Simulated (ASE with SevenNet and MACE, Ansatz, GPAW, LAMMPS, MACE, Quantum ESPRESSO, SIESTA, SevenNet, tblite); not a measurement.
# Machine-learned potentials runs on amorphous 35La2O3-65GeO2 (mol %) (96 atoms)

How do the settings of machine-learned potentials change the result for amorphous 35La2O3-65GeO2 (mol %) (96 atoms)? A plane-wave run serves as the yardstick.

Main program and level: ASE with SevenNet and MACE; the method is named at each step.

## (1) Set-up

The cell holds 96 atoms: 18 La, 17 Ge and 61 O. Its edges and angles: a = 11.582 Å, b = 11.582 Å, c = 11.582 Å, α = 90.0°, β = 90.0°, γ = 90.0°. 96 atoms (18 Nd, 17 Ge, 61 O) placed at random at 5.25 g/cm³, melted at 5000 K for 10 ps at fixed volume with the Morse and Coulomb pair potential with partial charges (Pedone, Malavasi, Menziani, Cormack and Segre, J. Phys. Chem. B 110, 11780 (2006)). Quenched from 5000 K to 300 K at 50 K/ps and fixed volume, held 10 ps at zero pressure, then minimised at fixed cell. Then Nd was replaced by La and the cell scaled by 1.016 (the potential has no terms for the new elements, so the cell is a start for a DFT relaxation).

The yardstick, on the same geometry:

```
method                                           : Kohn-Sham DFT, PBE, PAW, plane waves (Ansatz 0.2.0); cutoff 420 eV, Γ point, fermi-dirac smearing of 0.05 eV; PAW set soft_2
r.m.s. force component                           : 0.7167 eV/Å
longest force                                    : 2.312 eV/Å
pressure                                         : 1.047 GPa
gap (highest filled to lowest empty level) : 2.874 eV
SCF cycles                                       : 10
time                                             : 31 s on 4 threads of Arm Neoverse V2, shared host
CPU time                                         : 1.9 min
```

## (2) SevenNet l3i5 potential

Method: machine-learned interatomic potential SevenNet l3i5, trained on PBE(+U) plane-wave data.

File run.py:

```python
import numpy as np
from ase.io import read
import mlip  # loads the published weights by name

atoms = read("structure.xyz")
atoms.calc = mlip.calc("7net-l3i5")
energy = atoms.get_potential_energy()
forces = atoms.get_forces()
print(f"energy {energy:.6f} eV")
print("forces (eV/A)")
for i, (a, f) in enumerate(zip(atoms, forces)):
    print(f"{i:4d} {a.symbol:2s} {f[0]:10.5f} {f[1]:10.5f} {f[2]:10.5f}")
stress = -atoms.get_stress(voigt=False) * 160.21766
print("stress (GPa, compression positive)")
for row in stress:
    print(" ".join(f"{x:10.4f}" for x in row))
```

File structure.xyz:

```xyz
96
Lattice="11.58205 0.00000 0.00000 0.00000 11.58205 0.00000 0.00000 0.00000 11.58205" Properties=species:S:1:pos:R:3 pbc="T T T"
La 0.48216 3.11488 6.09471
La 6.77446 2.96570 2.82973
La 3.68518 8.54466 0.61200
La 3.81397 9.50354 3.88184
La 8.43683 1.09114 11.48986
La 6.75222 10.73366 8.22696
La 3.46408 4.45897 0.25770
La 8.84683 1.13747 5.66420
La 1.13261 10.82180 0.21577
La 10.14414 9.51743 8.95130
La 8.95119 8.43590 0.82881
La 10.05808 4.65946 8.73449
La 2.44624 2.37525 9.00655
La 5.78813 3.02859 9.02404
La 0.57748 7.06598 10.68062
La 0.37769 7.06934 6.30897
La 2.89667 5.81743 4.32601
La 0.17385 9.16928 3.47855
Ge 8.72059 4.82138 5.33933
Ge 4.59008 1.04945 0.44348
Ge 7.50401 4.80308 11.19289
Ge 10.78590 5.83145 2.91960
Ge 3.04318 9.15075 8.73182
Ge 6.33376 7.01803 6.54571
Ge 4.81396 1.10006 5.79971
Ge 3.44195 5.82044 7.76032
Ge 10.85006 1.44683 9.23379
Ge 6.05463 6.90858 3.14163
Ge 11.22312 3.61916 0.27681
Ge 11.48777 1.29464 2.81525
Ge 3.11360 2.63839 3.27309
Ge 1.89297 11.17123 6.32496
Ge 7.42479 10.87879 2.88057
Ge 6.78245 7.66338 9.94574
Ge 8.72487 9.23599 5.67103
O 9.88065 0.06289 9.80953
O 1.63411 1.60226 2.95875
O 10.17147 4.75999 6.35507
O 5.77898 4.58163 11.28995
O 6.27099 1.23291 0.82418
O 10.91064 2.09751 1.35325
O 0.50706 3.51249 8.44783
O 2.07979 9.39212 2.12542
O 3.55638 11.36118 5.62517
O 6.33202 7.00621 8.41158
O 7.83653 4.24714 9.54141
O 7.37510 8.60581 6.58579
O 9.18445 10.47307 6.84615
O 3.06670 7.41830 8.39849
O 8.34325 10.01407 4.16977
O 4.45098 7.42479 2.63225
O 3.76973 11.11935 0.36541
O 4.57792 9.87648 8.45304
O 3.74448 4.55186 8.89050
O 1.35267 3.45261 11.38400
O 0.46166 6.04629 4.10503
[... 36 atom lines left out ...]
O 3.93106 2.02848 1.73128
O 7.89166 8.99555 9.65572
O 10.79876 1.84583 4.32416
O 10.61599 7.42525 2.21796
```

On the command line:

```
$ OMP_NUM_THREADS=1 python run.py > output.txt
```

What it wrote:

```text
energy -702.782898 eV
forces (eV/A)
   0 La    0.68877   -0.62862   -0.86503
   1 La   -0.68841    0.93871   -0.29248
   2 La    1.71689   -0.70104   -1.01675
   3 La    0.63696    0.23894    0.94483
   4 La   -0.46838    0.59584   -0.04316
   5 La   -1.54919   -0.10311   -0.19912
   6 La   -0.12867   -0.16081    0.46330
   7 La    0.02626   -0.23494   -0.54013
   8 La    0.16192    1.26516   -0.15752
   9 La    0.04696   -0.34215   -0.79771
  10 La   -1.84823   -0.82951    0.94229
  11 La   -0.42034   -0.22487    0.73791
  12 La   -1.30737   -0.70961   -0.44114
  13 La    1.13806   -0.00427    0.17919
  14 La    0.36183   -0.85135   -0.00343
  15 La   -0.24611    0.92403    0.58629
  16 La    0.84662   -0.44528    0.11247
  17 La    0.36147    0.68548    0.83731
  18 Ge    0.20975    1.02604   -0.03760
  19 Ge   -0.10785   -0.63851    0.44709
  20 Ge   -0.85023   -0.24339   -0.23813
  21 Ge   -0.39518   -0.83428    0.06848
  22 Ge    1.38291    0.53229   -1.20833
  23 Ge    0.67156   -0.08612   -0.51704
[...]
88 O    -0.91044    0.12736    1.26702
  89 O    -1.23084   -0.80203    0.38711
  90 O    -0.10811    1.03709   -0.86316
  91 O     0.50697    0.51114   -0.02331
  92 O     0.03456    1.31199    0.47196
  93 O     1.56982    1.08446    0.37888
  94 O    -0.92680   -0.11362    0.98925
  95 O    -0.29746    0.88732   -0.87749
stress (GPa, compression positive)
    0.2035    -1.1893     0.2219
   -1.1893     0.2882     0.9215
    0.2219     0.9215     0.6099
```

Wall time 14 s (1 thread of Arm Neoverse V2, shared host); peak memory 1.4 GiB.

Banners and routine set-up lines are dropped from the logs; longer cuts are marked.

Against the reference:

| Quantity | Value |
| --- | --- |
| r.m.s. force component | 0.7051 eV/Å |
| r.m.s. difference of force components | 56.25 meV/Å |
| longest difference of force vectors | 212.5 meV/Å |
| force difference over r.m.s. force | 7.848 % |
| slope of forces against the reference's | 0.9808 |
| correlation of force components | 0.997 |
| pressure | 0.3672 GPa |
| pressure difference | -0.6794 GPa |

Length of the force difference by element (eV/Å):

```tsv
element	atoms	mean	most
Ge	17	0.095	0.16
La	18	0.096	0.15
O	61	0.087	0.21
```

A closer look about La11, which bears the longest force: 9 atoms, nearest first, numbered in the order of the input, with positions taken from that point.

```tsv
atom	x	y	z	distance (Å)	bonds	Fx	Fy	Fz (eV/Å)
La11	0.00	0.00	0.00	0.00	6	-1.85	-0.83	0.94
O58	-1.65	-0.77	1.43	2.31	2	1.25	0.83	-1.02
O75	-0.78	2.14	0.50	2.33	3	0.68	-0.11	-0.86
O92	1.95	0.57	-1.26	2.39	4	0.51	0.51	-0.02
O96	1.66	-1.01	1.39	2.39	3	-0.30	0.89	-0.88
O86	-1.18	-1.89	-1.46	2.66	3	1.29	0.85	0.54
O94	-1.06	0.56	-2.76	3.00	4	1.57	1.08	0.38
Ge34	-2.17	-0.77	-2.47	3.37	4	-0.68	-0.66	-0.79
Ge33	-1.53	2.44	2.05	3.54	4	-1.26	-0.43	0.70
```

Atoms are counted from 1 here, from 0 in the log.

Forces lie 7.8 % from the reference's, at 0.099 times its CPU time (on 1 against 4 cores).

## (3) MACE MPA-0 medium potential

Method: machine-learned interatomic potential MACE MPA-0 medium, trained on PBE(+U) plane-wave data.

Changes to run.py since step 2:

```diff
@@ -5,3 +5,3 @@
 atoms = read("structure.xyz")
-atoms.calc = mlip.calc("7net-l3i5")
+atoms.calc = mlip.calc("mace-mpa-0-medium")
 energy = atoms.get_potential_energy()
```

structure.xyz is that of step 2.

What it wrote:

```text
energy -703.049970 eV
forces (eV/A)
   0 La    0.91081   -0.69459   -0.81708
   1 La   -0.75750    1.05571   -0.48037
   2 La    2.05652   -0.81662   -1.16137
   3 La    0.63937    0.19208    1.05071
   4 La   -0.63013    0.71996   -0.05204
   5 La   -1.74248   -0.00392   -0.13714
   6 La   -0.08282   -0.16496    0.59758
   7 La    0.00544   -0.33416   -0.64549
   8 La    0.18249    1.35538   -0.15315
   9 La    0.07413   -0.39616   -0.72097
  10 La   -2.04570   -1.03938    0.97294
  11 La   -0.46572   -0.20049    0.97577
  12 La   -1.24133   -0.55056   -0.48670
  13 La    1.09680    0.16044    0.31792
  14 La    0.41737   -1.13701   -0.05753
  15 La   -0.08202    0.97268    0.63224
  16 La    0.99425   -0.41415   -0.08593
  17 La    0.39706    0.69482    0.95770
  18 Ge    0.15543    1.04545   -0.00796
  19 Ge   -0.02026   -0.59375    0.49275
  20 Ge   -0.99118   -0.31038   -0.30248
  21 Ge   -0.39285   -0.78514   -0.06700
  22 Ge    1.39434    0.50283   -1.25097
  23 Ge    0.55037   -0.00234   -0.36340
[...]
88 O    -1.07243    0.10213    1.33762
  89 O    -1.07810   -0.74219    0.41594
  90 O    -0.07542    1.00756   -0.87624
  91 O     0.51210    0.54401   -0.01559
  92 O    -0.00410    1.26639    0.52647
  93 O     1.65958    1.16279    0.23857
  94 O    -0.94611   -0.07256    0.97870
  95 O    -0.20715    0.99215   -0.88800
stress (GPa, compression positive)
    0.1742    -1.1965     0.2296
   -1.1965     0.1059     1.0052
    0.2296     1.0052     0.5426
```

Run time: 8.8 s. Hardware: 1 thread; peak memory 1 GiB.

Against the reference:

- r.m.s. force component: 0.7233 eV/Å
- r.m.s. difference of force components: 84.31 meV/Å
- longest difference of force vectors: 423.1 meV/Å
- force difference over r.m.s. force: 11.76 %
- slope of forces against the reference's: 1.002
- correlation of force components: 0.9932
- pressure: 0.2742 GPa
- pressure difference: -0.7724 GPa

Against the first run (7.8 %), the force difference from the reference is 12 %, at 0.73 times the CPU time.

## (4) SevenNet 0 potential

Method: machine-learned interatomic potential SevenNet 0, trained on PBE(+U) plane-wave data.

Changes to run.py since step 3:

```diff
@@ -5,3 +5,3 @@
 atoms = read("structure.xyz")
-atoms.calc = mlip.calc("mace-mpa-0-medium")
+atoms.calc = mlip.calc("7net-0")
 energy = atoms.get_potential_energy()
```

structure.xyz is that of step 3.

What it wrote:

```text
energy -703.430176 eV
forces (eV/A)
   0 La    0.66778   -0.60990   -0.74868
   1 La   -0.68445    0.97123   -0.19993
   2 La    1.59097   -0.69305   -0.93708
   3 La    0.61671    0.08284    0.94161
   4 La   -0.49976    0.63063   -0.11364
   5 La   -1.42761   -0.03978   -0.17678
   6 La    0.02948   -0.09872    0.40587
   7 La   -0.02156   -0.22229   -0.50157
   8 La    0.19115    1.04326   -0.11549
   9 La    0.10834   -0.25739   -0.73174
  10 La   -1.67357   -0.81905    0.80363
  11 La   -0.38436   -0.31157    0.67741
  12 La   -1.27576   -0.49422   -0.42414
  13 La    1.00742   -0.00562    0.13304
  14 La    0.32985   -0.82084   -0.04166
  15 La   -0.16491    0.71282    0.53152
  16 La    0.91924   -0.35929    0.04363
  17 La    0.39588    0.64430    0.85826
  18 Ge    0.15415    1.00236    0.03746
  19 Ge   -0.06017   -0.58536    0.42644
  20 Ge   -0.98480   -0.31675   -0.35148
  21 Ge   -0.36007   -0.75692    0.10772
  22 Ge    1.36460    0.47048   -1.25205
  23 Ge    0.57863   -0.13074   -0.37749
[...]
88 O    -0.92035    0.11387    1.20897
  89 O    -1.14005   -0.79368    0.38972
  90 O    -0.01781    0.99682   -0.74115
  91 O     0.46840    0.49052   -0.03424
  92 O    -0.00617    1.21545    0.46272
  93 O     1.44079    0.98131    0.34502
  94 O    -0.90143   -0.09934    0.85248
  95 O    -0.24232    0.84259   -0.90386
stress (GPa, compression positive)
    0.2354    -1.0502     0.2196
   -1.0502     0.2825     0.9523
    0.2196     0.9523     0.5605
```

It took 7.7 s on 1 thread; peak memory 0.91 GiB.

Against the reference:

```
r.m.s. force component                  : 0.6798 eV/Å
r.m.s. difference of force components   : 77.62 meV/Å
longest difference of force vectors     : 314 meV/Å
force difference over r.m.s. force      : 10.83 %
slope of forces against the reference's : 0.944
correlation of force components         : 0.9952
pressure                                : 0.3595 GPa
pressure difference                     : -0.6871 GPa
```

Against the first run (7.8 %), the force difference from the reference is 11 %, at 0.67 times the CPU time.

## (5) Side by side

Differences are against the plane-wave reference, forces as r.m.s. over components; share is that over the reference's r.m.s. force, slope the least-squares factor from reference forces to these. Total energies of different programs have different zeros and aren't compared.

```tsv
run	Δ force, r.m.s. (meV/Å)	share (%)	slope	Δ pressure (GPa)	cores	CPU time	memory (GiB)
reference	-	-	-	-	4	1.9 min	2.4
SevenNet l3i5 potential	56.2	7.85	0.981	-0.679	1	11 s	1.4
MACE MPA-0 medium potential	84.3	11.8	1.002	-0.772	1	8.4 s	1.0
SevenNet 0 potential	77.6	10.8	0.944	-0.687	1	7.7 s	0.91
```

Times of the machine-learned potentials are mostly Python's start and the loading of weights.

CPU time is summed over cores on a shared host, where runs went side by side, so it is rough. Symmetry, cutoffs, thresholds, outputs and thread counts weren't matched or tuned between programs; memory under MPI is the largest rank's times the ranks.

## (6) Outcome

- nearest in forces: SevenNet l3i5 potential, 7.8 %
- its CPU time: 11 s

Machine-learned potentials differ by 7.8 % (SevenNet l3i5 potential) to 12 % (MACE MPA-0 medium potential); they were trained on other programs' data. Machine-learned potentials mimic data converged in k, so the reference's own k-point error enters their differences. The quench rate of 50 K/ps is many orders above laboratory rates, so the cell is likely richer in defects and strain than a real sample. The network of bonds at the start is that of the classical potential that made the cell, and needn't be the one that DFT or experiment would give. The electronic-structure runs sample only Γ, in a cell whose shortest periodic width is 12 Å. Spin–orbit coupling is left out, which matters for the levels of the heavy elements.

[Long decimals in the printed logs are rounded to 6 places.]

[Also dropped from logs without a mark: lines with file paths, logging warnings of Python, QE's lines on negative density and diagonalisation, SIESTA's first energy breakdown, zero terms and Voronoi charges.]

[Logs are printed without paths, hosts, clocks, repeated set-up lines and the standing remarks that a program may print on its own settings, such as how far it seeks lower states.]

[Hosts, paths, dates, database ids (printed as entryN), source tags and the programs' standing remarks are cut or masked in the printed files.]

[Most failed runs of this program on this cell are left out, timed-out ones always.]
